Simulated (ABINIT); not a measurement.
# SnSe (F-43m): phonons by linear response, part 2 of 3

How does SnSe (F-43m) vibrate, and is this structure a minimum?

ABINIT 10.8.3; DFT LDA, scalar-relativistic, plane waves, HGH norm-conserving pseudopotentials.

So far. Step 4 (Relaxation): The volume changes by +1.5 % in this run and stands -6.0 % from the first cell. Step 5 (Self-consistent run for the response): The cell stands at -0.59 GPa: the relaxation ran with a smoothed and higher cutoff, and the difference is a stress of the finite basis. The relaxed cell has a = 6.550 Å (conventional setting).

The structure was built from a prototype and need not be the compound's stable phase.

**6. Linear response at Γ**

At q = 0 one unit cell holds all displacements. The response is solved for single atoms along the cell's directions, and symmetry skips those that follow from others. The crystal is treated as a metal, which screens a static field, so no field response is asked.

Contents of dfpt_gamma.abi:

```

# common to the responses
getwfk_filepath "gso_WFK"
kptopt 2
nqpt 1
qpt 0.0 0.0 0.0
asr 0
chneut 0

# displacements
rfphon 1
rfatpol 1 2
rfdir 1 1 1
tolvrs 1.0d-10
prtwf 0

# basis, mesh and filling
ecut 20.0
ixc 7
ngkpt 8 8 8
nshiftk 1
shiftk 0.0 0.0 0.0
istwfk *1
occopt 3
tsmear 0.01
nband 11
nstep 100
diemac 1000000.0
prtebands 0
prtgsr 0
useylm 1

# cell and atoms
acell 3*1.0 Angstrom
rprim 
    0.0 3.27496299 3.27496299
    3.27496299 0.0 3.27496299
    3.27496299 3.27496299 0.0
ntypat 2
znucl 50 34
natom 2
typat 1 2
xred 
    0.0 0.0 0.0
    0.25 0.25 0.25
pp_dirpath "./pseudo"
pseudos "Sn.hgh, Se.hgh"
```

Launch:

```
$ OMP_NUM_THREADS=1 mpirun -n 2 abinit dfpt_gamma.abi > dfpt_gamma.log
```

Numbers of over 12 decimals in the logs are rounded to 6 here.

dfpt_gamma.abo, the main output file:

```text
[banners, grids, parts of the stress and lines that vanish by symmetry left out]
- input  file    -> dfpt_gamma.abi
- output file    -> dfpt_gamma.abo
- root for input  files -> dfpt_gammai
- root for output files -> dfpt_gammao

 Symmetries : space group F-4 3 m (#216); Bravais cF (face-center cubic)
================================================================================
 Values of the parameters that define the memory need of the present run (RF).
     intxc =       0      iscf =       7    lmnmax =      14     lnmax =       6
     mgfft =      36  mpssoang =       3    mqgrid =    3001     natom =       2
  nloc_mem =       1    nspden =       1   nspinor =       1    nsppol =       1
      nsym =      24    n1xccc =       0    ntypat =       2    occopt =       3
   xclevel =       1
-    mband =          11        mffmem =           1         mkmem =         130
-   mkqmem =         130        mk1mem =         130           mpw =        2085
      nfft =       46656          nkpt =         260
- my_mband =          11
================================================================================
================================================================================

--------------------------------------------------------------------------------
------------- Echo of variables that govern the present computation ------------
--------------------------------------------------------------------------------
-
- outvars: echo of selected default values
-   iomode0 =  0 , fftalg0 =312 , wfoptalg0 =  0
-
- outvars: echo of global parameters not present in the input file
-  max_nthreads =    1
-
 -outvars: echo values of preprocessed input variables
 [... echo left out ...]
================================================================================

 chkinp: Checking input parameters for consistency.

[...]
== DATASET  1 ==================================================================
-   mpi_nproc: 2, omp_nthreads: 1 (-1 if OMP is not activated)

--- !DatasetInfo
iteration_state: {dtset: 1, }
dimensions: {natom: 2, nkpt: 260, mband: 11, nsppol: 1, nspinor: 1, nspden: 1, mpw: 2085, }
cutoff_energies: {ecut:  20.0, pawecutdg:  -1.0, }
electrons: {nelect:   1.00000000E+01, charge:   0.00000000E+00, occopt:   3.00000000E+00, tsmear:   1.00000000E-02, }
meta: {optdriver: 1, rfphon: 1, }
...

 mkfilename: getwfk from: gso_WFK

 Exchange-correlation functional for the present dataset will be:
  LDA: Perdew-Wang 92 LSD fit to Ceperley-Alder data - ixc=7
 Citation for XC functional:
  J.P.Perdew and Y.Wang, PRB 45, 13244 (1992)

 Real(R)+Recip(G) space primitive vectors, cartesian coordinates (Bohr,Bohr^-1):
 R(1)=  0.0000000  6.1887831  6.1887831  G(1)= -0.0807913  0.0807913  0.0807913
 R(2)=  6.1887831  0.0000000  6.1887831  G(2)=  0.0807913 -0.0807913  0.0807913
 R(3)=  6.1887831  6.1887831  0.0000000  G(3)=  0.0807913  0.0807913 -0.0807913
 Unit cell volume ucvol=  4.7407362E+02 bohr^3
 Angles (23,13,12)=  6.00000000E+01  6.00000000E+01  6.00000000E+01 degrees
 setup1 : take into account q-point for computing boxcut.

 getcut: wavevector=  0.0000  0.0000  0.0000  ngfft=  36  36  36
         ecut(hartree)=     20.000   => boxcut(ratio)=   2.04316

--- Pseudopotential description ------------------------------------------------
- pspini: atom type   1  psp file is ./pseudo/Sn.hgh

- pspini: atom type   2  psp file is ./pseudo/Se.hgh

   3.50861101E+02                                ecore*ucvol(ha*bohr**3)
--------------------------------------------------------------------------------

 ==>  initialize data related to q vector <==

 The list of irreducible perturbations for this q vector is:
    1)    idir= 1    ipert=   1
    2)    idir= 1    ipert=   2

[...]
The perturbation idir=   2  ipert=   1 is
 symmetric of a previously calculated perturbation.
 So, its SCF calculation is not needed.

 The perturbation idir=   3  ipert=   1 is
 symmetric of a previously calculated perturbation.
 So, its SCF calculation is not needed.

 The perturbation idir=   2  ipert=   2 is
 symmetric of a previously calculated perturbation.
 So, its SCF calculation is not needed.

 The perturbation idir=   3  ipert=   2 is
 symmetric of a previously calculated perturbation.
 So, its SCF calculation is not needed.

--------------------------------------------------------------------------------
 Perturbation wavevector (in red.coord.)   0.000000  0.000000  0.000000
 Perturbation : displacement of atom   1   along direction   1
 Found     2 symmetries that leave the perturbation invariant.

[...]
dfpt_looppert : total number of electrons, from k and k+q
  fully or partially occupied states are    1.000000E+01 and    1.000000E+01.
 Initialisation of the first-order wave-functions :
  ireadwf=   0

--- !BeginCycle
iteration_state: {dtset: 1, }
solver: {iscf: 7, nstep: 100, nline: 4, wfoptalg: 0, }
tolerances: {tolvrs: 1.00E-10, }
...

     iter   2DEtotal(Ha)        deltaE(Ha) residm    vres2
-ETOT  1   10.907904989182     -7.856E+01 8.140E-01 2.052E+04
 ETOT  2   2.236350     -8.672E+00 6.966E-03 3.111E+02
 ETOT  3   2.140721     -9.563E-02 1.209E-03 2.049E+01
 ETOT  4   2.136114     -4.606E-03 7.233E-05 1.775E+00
 ETOT  5   2.135783     -3.314E-04 1.288E-05 2.234E-02
[...]
At SCF step   11       vres2   =  9.37E-12 < tolvrs=  1.00E-10 =>converged.
[...]
Mean square residual over all n,k,spin=   24.304E-17; max=  58.083E-15

 Thirteen components of 2nd-order total energy (hartree) are
 1,2,3: 0th-order hamiltonian combined with 1st-order wavefunctions
     kin0=   7.68928735E+01 eigvalue=   4.05801347E+00  local=  -2.18517726E+01
 4,5,6: 1st-order hamiltonian combined with 1st and 0th-order wfs
 loc psp =  -7.39408263E+01  Hartree=   1.19909810E+01     xc=  -8.13551873E+00
 note that "loc psp" includes a xc core correction that could be resolved
 7,8,9: eventually, occupation + non-local contributions
    edocc=   7.55591822E+00     enl0=   1.68192580E+01   enl1=  -1.00718679E+02
 1-9 gives the relaxation energy (to be shifted if some occ is /=2.0)
   erelax=  -8.73297527E+01
 10,11,12 Non-relaxation  contributions : frozen-wavefunctions and Ewald
 fr.local=   2.38051357E+01 fr.nonlo=   4.94163360E+01  Ewald=   1.62440601E+01
 13,14 Frozen wf xc core corrections (1) and (2)
 frxc 1  =   0.00000000E+00  frxc 2 =   0.00000000E+00
 Resulting in :
 2DEtotal=    0.2135779048E+01 Ha. Also 2DEtotal=    0.581175086086E+02 eV
    (2DErelax=   -8.7329752726E+01 Ha. 2DEnonrelax=    8.9465531774E+01 Ha)
    (  non-var. 2DEtotal :    2.1357790388E+00 Ha)

[...]
Perturbation wavevector (in red.coord.)   0.000000  0.000000  0.000000
 Perturbation : displacement of atom   2   along direction   1
 Found     2 symmetries that leave the perturbation invariant.

--------------------------------------------------------------------------------

--------------------------------------------------------------------------------

 dfpt_looppert : total number of electrons, from k and k+q
  fully or partially occupied states are    1.000000E+01 and    1.000000E+01.
 Initialisation of the first-order wave-functions :
  ireadwf=   0

--- !BeginCycle
iteration_state: {dtset: 1, }
solver: {iscf: 7, nstep: 100, nline: 4, wfoptalg: 0, }
tolerances: {tolvrs: 1.00E-10, }
...

     iter   2DEtotal(Ha)        deltaE(Ha) residm    vres2
-ETOT  1   138.80390333395     -3.021E+02 9.554E-01 2.876E+05
[...]
ETOT 11   2.139774     -7.844E-12 3.722E-13 1.665E-10
 ETOT 12   2.139774     -1.307E-12 1.470E-14 8.873E-13

 At SCF step   12       vres2   =  8.87E-13 < tolvrs=  1.00E-10 =>converged.
[...]
Mean square residual over all n,k,spin=   56.704E-18; max=  14.700E-15

 Thirteen components of 2nd-order total energy (hartree) are
 1,2,3: 0th-order hamiltonian combined with 1st-order wavefunctions
     kin0=   4.17936794E+02 eigvalue=   2.13650529E+01  local=  -2.57743048E+02
 4,5,6: 1st-order hamiltonian combined with 1st and 0th-order wfs
 loc psp =  -1.99724124E+02  Hartree=   1.05633938E+02     xc=  -4.04488923E+01
 note that "loc psp" includes a xc core correction that could be resolved
 7,8,9: eventually, occupation + non-local contributions
    edocc=   2.75424778E+01     enl0=   1.64502751E+02   enl1=  -6.77854023E+02
 1-9 gives the relaxation energy (to be shifted if some occ is /=2.0)
   erelax=  -4.38789073E+02
 10,11,12 Non-relaxation  contributions : frozen-wavefunctions and Ewald
 fr.local=   8.51352732E+01 fr.nonlo=   3.39549514E+02  Ewald=   1.62440601E+01
 13,14 Frozen wf xc core corrections (1) and (2)
 frxc 1  =   0.00000000E+00  frxc 2 =   0.00000000E+00
 Resulting in :
 2DEtotal=    0.2139774127E+01 Ha. Also 2DEtotal=    0.582262202515E+02 eV
    (2DErelax=   -4.3878907336E+02 Ha. 2DEnonrelax=    4.4092884749E+02 Ha)
    (  non-var. 2DEtotal :    2.1397740820E+00 Ha)

[...]
---- first-order wavefunction calculations are completed ----

 ==> Compute Derivative Database <==

 [... matrices left out ...]
  Phonon wavevector (reduced coordinates) :  0.00000  0.00000  0.00000
 Phonon energies in Hartree :
   1.231773E-05  1.231773E-05  1.231773E-05  5.681530E-04  5.681530E-04
   5.681530E-04
 Phonon frequencies in cm-1    :
-  2.703429E+00  2.703429E+00  2.703429E+00  1.246952E+02  1.246952E+02
-  1.246952E+02

== END DATASET(S) ==============================================================
================================================================================

 -outvars: echo values of variables after computation
            acell      1.8897261259E+00  1.8897261259E+00  1.8897261259E+00 Bohr
           etotal      2.1397741271E+00
            fcart      0.0000000000E+00  0.0000000000E+00  0.0000000000E+00
           strten      0.0000000000E+00  0.0000000000E+00  0.0000000000E+00
================================================================================
```

The job ended after 2.3 min (2 MPI ranks of Intel Xeon at 2.70GHz, shared host).

This step gave:

| Property | Result |
| --- | --- |
| largest acoustic frequency at the zone centre before the sum rule | 2.7 cm⁻¹ |
| highest optical zone-centre mode (no LO-TO term) | 124.7 cm⁻¹ |
| lowest optical zone-centre mode | 124.7 cm⁻¹ |

The acoustic modes at Γ come out as far as 2.7 cm⁻¹ from zero, where they should vanish, a small numerical error.

**7. Phonons on a q mesh**

Linear response treats each wavevector in the unit cell, with no supercell; the 2×2×2 mesh fixes the range of the force constants to be had.

Contents of dfpt_q.abi:

```
ndtset 2

# wavevectors
qpt1 0.5 0.0 0.0
qpt2 0.5 0.5 0.0

# displacements
getwfk_filepath "gso_WFK"
getwfq_filepath "gso_WFK"
kptopt 3
nqpt 1
rfphon 1
rfatpol 1 2
rfdir 1 1 1
tolvrs 1.0d-10
prtwf 0

# basis, mesh and filling
ecut 20.0
ixc 7
ngkpt 8 8 8
nshiftk 1
shiftk 0.0 0.0 0.0
istwfk *1
occopt 3
tsmear 0.01
nband 11
nstep 100
diemac 1000000.0
prtebands 0
prtgsr 0
useylm 1

# cell and atoms
acell 3*1.0 Angstrom
rprim 
    0.0 3.27496299 3.27496299
    3.27496299 0.0 3.27496299
    3.27496299 3.27496299 0.0
ntypat 2
znucl 50 34
natom 2
typat 1 2
xred 
    0.0 0.0 0.0
    0.25 0.25 0.25
pp_dirpath "./pseudo"
pseudos "Sn.hgh, Se.hgh"
```

Launch:

```
$ OMP_NUM_THREADS=1 mpirun -n 2 abinit dfpt_q.abi > dfpt_q.log
```

dfpt_q.abo, the main output file:

```text
[banners, grids, parts of the stress and lines that vanish by symmetry left out]
- input  file    -> dfpt_q.abi
- output file    -> dfpt_q.abo
- root for input  files -> dfpt_qi
[...]
DATASET    1 : space group F-4 3 m (#216); Bravais cF (face-center cubic)
[...]
nfft =       46656          nkpt =         512
[...]
DATASET    2 : space group F-4 3 m (#216); Bravais cF (face-center cubic)
[...]
nfft =       46656          nkpt =         512
[...]
== DATASET  1 ==================================================================
[...]
cutoff_energies: {ecut:  20.0, pawecutdg:  -1.0, }
[...]
Exchange-correlation functional for the present dataset will be:
  LDA: Perdew-Wang 92 LSD fit to Ceperley-Alder data - ixc=7
[...]
Perturbation : displacement of atom   1   along direction   1
[...]
-ETOT  1   290.30090422177      1.807E+02 1.092E+00 1.945E+06
 ETOT  2   22.898442877866     -2.674E+02 1.905E-01 5.599E+04
 ETOT  3   10.824696818456     -1.207E+01 3.615E-02 5.799E+04
 ETOT  4   3.854197     -6.970E+00 1.560E-02 4.274E+03
 ETOT  5   3.411723     -4.425E-01 7.295E-03 3.469E+01
[...]
At SCF step   15       vres2   =  2.19E-11 < tolvrs=  1.00E-10 =>converged.
[...]
Perturbation : displacement of atom   1   along direction   2
[...]
-ETOT  1   14.547751011506     -7.640E+01 7.967E-01 3.185E+04
[...]
At SCF step   11       vres2   =  3.31E-11 < tolvrs=  1.00E-10 =>converged.
[...]
Perturbation : displacement of atom   2   along direction   1
[...]
-ETOT  1   1100.0067513376      6.137E+02 3.195E+00 7.297E+06
[...]
At SCF step   17       vres2   =  8.92E-12 < tolvrs=  1.00E-10 =>converged.
[...]
Perturbation : displacement of atom   2   along direction   2
[...]
-ETOT  1   154.36909598053     -2.899E+02 1.359E+00 3.493E+05
[...]
At SCF step   12       vres2   =  5.47E-12 < tolvrs=  1.00E-10 =>converged.
[...]
Phonon wavevector (reduced coordinates) :  0.50000  0.00000  0.00000
 Phonon energies in Hartree :
[...]
Phonon frequencies in cm-1    :
- -2.087663E+01 -2.087662E+01  6.016997E+01  1.149897E+02  1.149897E+02
-  1.155220E+02
[...]
== DATASET  2 ==================================================================
[...]
cutoff_energies: {ecut:  20.0, pawecutdg:  -1.0, }
[...]
Exchange-correlation functional for the present dataset will be:
  LDA: Perdew-Wang 92 LSD fit to Ceperley-Alder data - ixc=7
[...]
- 34.00000   6.00000     10605                znucl, zion, pspdat
[...]
Perturbation : displacement of atom   1   along direction   1
[...]
-ETOT  1   160.23790349504      5.714E+01 8.426E-01 8.036E+05
[...]
At SCF step   13       vres2   =  3.65E-11 < tolvrs=  1.00E-10 =>converged.
[...]
Perturbation : displacement of atom   2   along direction   1
[...]
-ETOT  1   612.92998691300      1.413E+02 1.772E+00 2.985E+06
[...]
ETOT 13  0.981650     -7.446E-12 8.692E-14 1.400E-10
 ETOT 14  0.981650      7.674E-12 3.196E-15 9.674E-12
 At SCF step   14       vres2   =  9.67E-12 < tolvrs=  1.00E-10 =>converged.
[...]
Phonon wavevector (reduced coordinates) :  0.50000  0.50000  0.00000
 Phonon energies in Hartree :
[...]
Phonon frequencies in cm-1    :
- -4.387995E+01 -4.387995E+01  8.572930E+01  8.572930E+01  9.378250E+01
-  1.003821E+02
[...]
strten1     0.0000000000E+00  0.0000000000E+00  0.0000000000E+00
           strten2     0.0000000000E+00  0.0000000000E+00  0.0000000000E+00
================================================================================
```

Elapsed: 25 min, on 2 MPI ranks.

Numbers from this step:

```yaml
lowest_mode_on_the_q_mesh_acoustic_ones_at_the_zone_centre_apart: -43.88 cm⁻¹
```

Frequencies (cm⁻¹) before the sum rule at the irreducible wavevectors but Γ, which is solved apart; negative means imaginary. Frequencies by wavevector:

| q (fractions) | star | mode 1 | mode 2 | mode 3 | mode 4 | mode 5 | mode 6 |
| --- | --- | --- | --- | --- | --- | --- | --- |
| 0.5 0 0 | 4 | -20.88 | -20.88 | 60.17 | 115 | 115 | 115.5 |
| 0.5 0.5 0 | 3 | -43.88 | -43.88 | 85.73 | 85.73 | 93.78 | 100.4 |

(Part 2 of 3 ends here.)

[Host names and launcher messages were left out of these logs when they were recorded.]

[Logs are printed without paths, hosts, clocks, repeated set-up lines and the standing remarks that a program may print on its own settings, such as how far it seeks lower states.]

[Hosts, paths, dates, database ids (printed as entryN), source tags and the programs' standing remarks are cut or masked in the printed files.]
